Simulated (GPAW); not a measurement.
# Quasiparticle gap of Al2O3 (Corundum) in GPAW, part 2 of 2

Wanted: ground state, empty states, screening and self-energy for Al2O3 (Corundum).

GPAW 26.7.0; PBE and many-body steps on it, plane waves. Known limits of the many-body steps: not at the basis limit.

So far. Step 3 (Bands along the symmetry lines): The gap is 6.226 eV, as in the run before at this level. Step 4 (Empty states on the mesh, 4×4×4 mesh, 203 bands): On this mesh the gap is 6.226 eV.

### Step 5. Screening and self-energy, 4×4×4 mesh, 193 bands, screening to 100 eV

Now the one-shot GW correction: screening in the RPA, then the self-energy of the levels asked for.

This step: G0W0 on PBE, plane waves, PAW.

run.py

```python
import json
import numpy as np
from gpaw.mpi import world
from gpaw.response.g0w0 import G0W0

gw = G0W0('full.gpw',
    filename='gw',
    kpts=[0],
    bands=(22, 26),
    ecut=100,
    nbands=193,
    integrate_gamma='WS',
    ppa=True)
gw.calculate()
res = {mode: {k: v for k, v in r.items() if k != 'sigma_eskwn'}
       for mode, r in gw.all_results.items()}

if world.rank == 0:
    with open('result.json', 'w') as f:
        json.dump(res, f, default=lambda x: x.tolist())
```

Run with:

```
$ mpirun -n 4 gpaw python run.py
```

Numbers of over 12 decimals in the logs are rounded to 6 here.

The log of the run:

```text
Using integrator: PointIntegrator
FrequencyGridDescriptor(from 0.000+0.000j to 0.000+27.211j eV, 2 points)
Nonperiodic BCs:  [False False False]
Using integrator: PointIntegrator
FrequencyGridDescriptor(from 0.000+0.000j to 0.000+27.211j eV, 2 points)
Nonperiodic BCs:  [False False False]
  ___  _ _ _
 |   || | | |
 | | || | | |
 |__ ||_____|
 |___|

BZ k-points: Symmetries present (total): 6

  [... matrices ...]
64 k-points: 4 x 4 x 4 Monkhorst-Pack grid + [1/8,1/8,1/8]
14 k-points in the irreducible part of the Brillouin zone
       k-points in crystal coordinates                weights
   0:     0.00000000    0.00000000    0.00000000          1/64
   1:     0.25000000    0.00000000   -0.25000000          6/64
   2:     0.25000000    0.00000000    0.00000000          6/64
   3:     0.25000000    0.25000000   -0.25000000          6/64
   4:     0.25000000    0.25000000    0.00000000          6/64
   5:     0.25000000    0.25000000    0.25000000          2/64
   6:     0.50000000    0.00000000    0.00000000          3/64
   7:     0.50000000    0.00000000    0.25000000          6/64
   8:     0.50000000    0.25000000   -0.25000000          6/64
   9:     0.50000000    0.25000000    0.00000000          6/64
          ...
  13:     0.50000000    0.50000000    0.50000000          1/64

Distributing spins, k-points and bands (1 x 1 x 4) over 4 processes
Number of blocks: 1

Quasi particle states:
k-points (IBZ indices): [0]
Band range: (22, 26)
  [... matrices ...]
Computational parameters:
Plane wave cut-off: 100 eV
Number of bands: 193
Coulomb cutoff: None
Broadening: 0.1 eV

fxc modes: GW
Kernel: RPA
Using Godby-Needs plasmon-pole approximation:
  Fitting energy: i*E0, E0 = 1.000 Hartree
Summing all q:

Calculating screened Coulomb potential
No Coulomb truncation
FrequencyGridDescriptor(from 0.000+0.000j to 0.000+27.211j eV, 2 points)
Removing empty qpoint cache files...

Calculating chi0 body with:
    Ground state adapter containing:
    Number of spins: 1
    Number of kpoints: 64
    Number of irreducible kpoints: 14
    Number of completely occupied states: 24
    Number of partially occupied states: 24
    Occupied states memory: 9.8876953125 M / cpu

    Linear response parametrization:
    q_c: [0.0, 0.0, 0.0]
    Number of frequency points: 2
    Planewave cutoff: 100.0
    Number of bands: 193
    Number of planewaves: 193
    Broadening (eta): 1e-06
    comm.size: 4
    kncomm.size: 4
    blockcomm.size: 1

    Memory estimate of potentially large arrays:
        chi0_wGG: 1.136749 M / cpu
Integrating chi0 body.

Symmetries of q_c:
    Direct symmetries (Uq -> q): 6
    Indirect symmetries (TUq -> q): 0
In total 6 allowed symmetries.

  [... matrices ...]
14 groups of equivalent kpoints. 78.125% reduction.

Integral kind: response function
Integrating chi0 head and wings.

Symmetries of q_c:
    Direct symmetries (Uq -> q): 6
    Indirect symmetries (TUq -> q): 0
In total 6 allowed symmetries.

  [... matrices ...]
14 groups of equivalent kpoints. 78.125% reduction.

Integral kind: response function wings

Calculating chi0 body with:
    Ground state adapter containing:
    Number of spins: 1
    Number of kpoints: 64
    Number of irreducible kpoints: 14
    Number of completely occupied states: 24
    Number of partially occupied states: 24
    Occupied states memory: 9.8876953125 M / cpu

    Linear response parametrization:
[... the further q-points ...]

Results:
f:      Occupation numbers
eps:     KS-eigenvalues [eV]
vxc:     KS vxc [eV]
exx:     Exact exchange [eV]
sigma:   Self-energies [eV]
dsigma:  Self-energy derivatives
Z:       Renormalization factors
qp:      QP-energies [eV]

k-point 0 (0): (0.000, 0.000, 0.000)                GW
band       f     eps     vxc     exx   sigma  dsigma       Z      qp
                                                                   GW
  22   1.000   6.218 -21.429 -26.959   4.219  -0.224   0.817   5.148
  23   1.000   6.261 -21.425 -26.890   4.172  -0.223   0.818   5.203
  24   0.000  12.487 -16.590 -11.379  -3.561  -0.167   0.857  13.900
  25   0.000  15.411 -13.555  -7.947  -3.992  -0.161   0.862  16.804
```

Elapsed: 6.1 min, on 4 MPI ranks of Arm Neoverse V1, shared host; peak memory 1.9 GiB; 24 min of CPU time.

Numbers from this step:

- G0W0 gap on the points computed: 8.697 eV
- least direct G0W0 gap on the computed points: 8.697 eV
- Z at the valence top: 0.8176
- Z at the conduction bottom: 0.8567
- starting gap on the mesh: 6.226 eV
- k of the valence top: 0, 0, 0
- k of the conduction bottom: 0, 0, 0

The gap on the mesh goes from 6.23 eV to 8.70 eV, a correction of +2.47 eV.

Limits: finite bands, cutoff and mesh. v1 is the top filled band, c1 the lowest empty one. The levels before and after the correction (eV, zero at the valence-band top of each column):

```csv
,conduction bottom,valence top
Kohn-Sham,6.23,0.00
G0W0,8.70,0.00
```

```csv
,level,energy (eV)
Kohn-Sham,Γ v2,-0.042
Kohn-Sham,Γ v1,0.000
Kohn-Sham,Γ c1,6.226
Kohn-Sham,Γ c2,9.151
G0W0,Γ v2,-0.055
G0W0,Γ v1,0.000
G0W0,Γ c1,8.697
G0W0,Γ c2,11.601
```

### Step 6. Where the time went

Times are wall times on 4 MPI ranks of Arm Neoverse V1, shared host, good to a factor of about two.

```csv
step,time,share,memory (GiB)
ground state,59 s,10 %,0.91
bands along the symmetry lines,62 s,10 %,1.0
empty states on the mesh,2 min,20 %,3.6
screening and self-energy,6.1 min,60 %,1.9
```

### Step 7. Outcome

| Property | Result |
| --- | --- |
| PBE gap | 6.23 eV, direct |
| G0W0 gap on the mesh | 8.70 eV |
| GW settings | 4×4×4 mesh, 193 bands, screening to 100 eV, Godby-Needs plasmon pole |
| known limits | not at the basis limit |

G0W0 moves the gap on the mesh from 6.23 eV to 8.70 eV (+2.47 eV), with Z of 0.82 and 0.86 at the edges. Only 1 of the mesh's irreducible points was corrected, so a valley elsewhere could overtake. The dearest step here is «screening and self-energy». Against experiment, by G0W0@PBE: the gap of 8.70 eV lies −0.003 eV from the measured 8.7 eV (optical, quoted 2018). An exciton line or allowed optical edge lies below the quasiparticle gap by the binding energy; a forbidden edge can push the onset above it. The calculation has static nuclei and no excitons; a measured gap holds zero-point and thermal motion, which mostly lowers it. Bands and cutoff are finite, so the gap is not at the basis limit. The miss can reach some tenths of an eV and take either sign; the mesh is an error of its own. These stock PAW sets were not made for GW. In the G0W0 run levels were corrected at 1 k point alone, so a gap called «on the mesh» is the least over those, and an edge elsewhere would be missed.

[Paths, hosts, dates, memory and timing lines, banners, echoed tables and standing remarks are left out of the program output.]

[Logs are printed without paths, hosts, clocks, repeated set-up lines and the standing remarks that a program may print on its own settings, such as how far it seeks lower states.]

[Runs of the session that timed out or met a known fault of the program may be left out.]

[Hosts, paths, dates, database ids (printed as entryN), source tags and the programs' standing remarks are cut or masked in the printed files.]
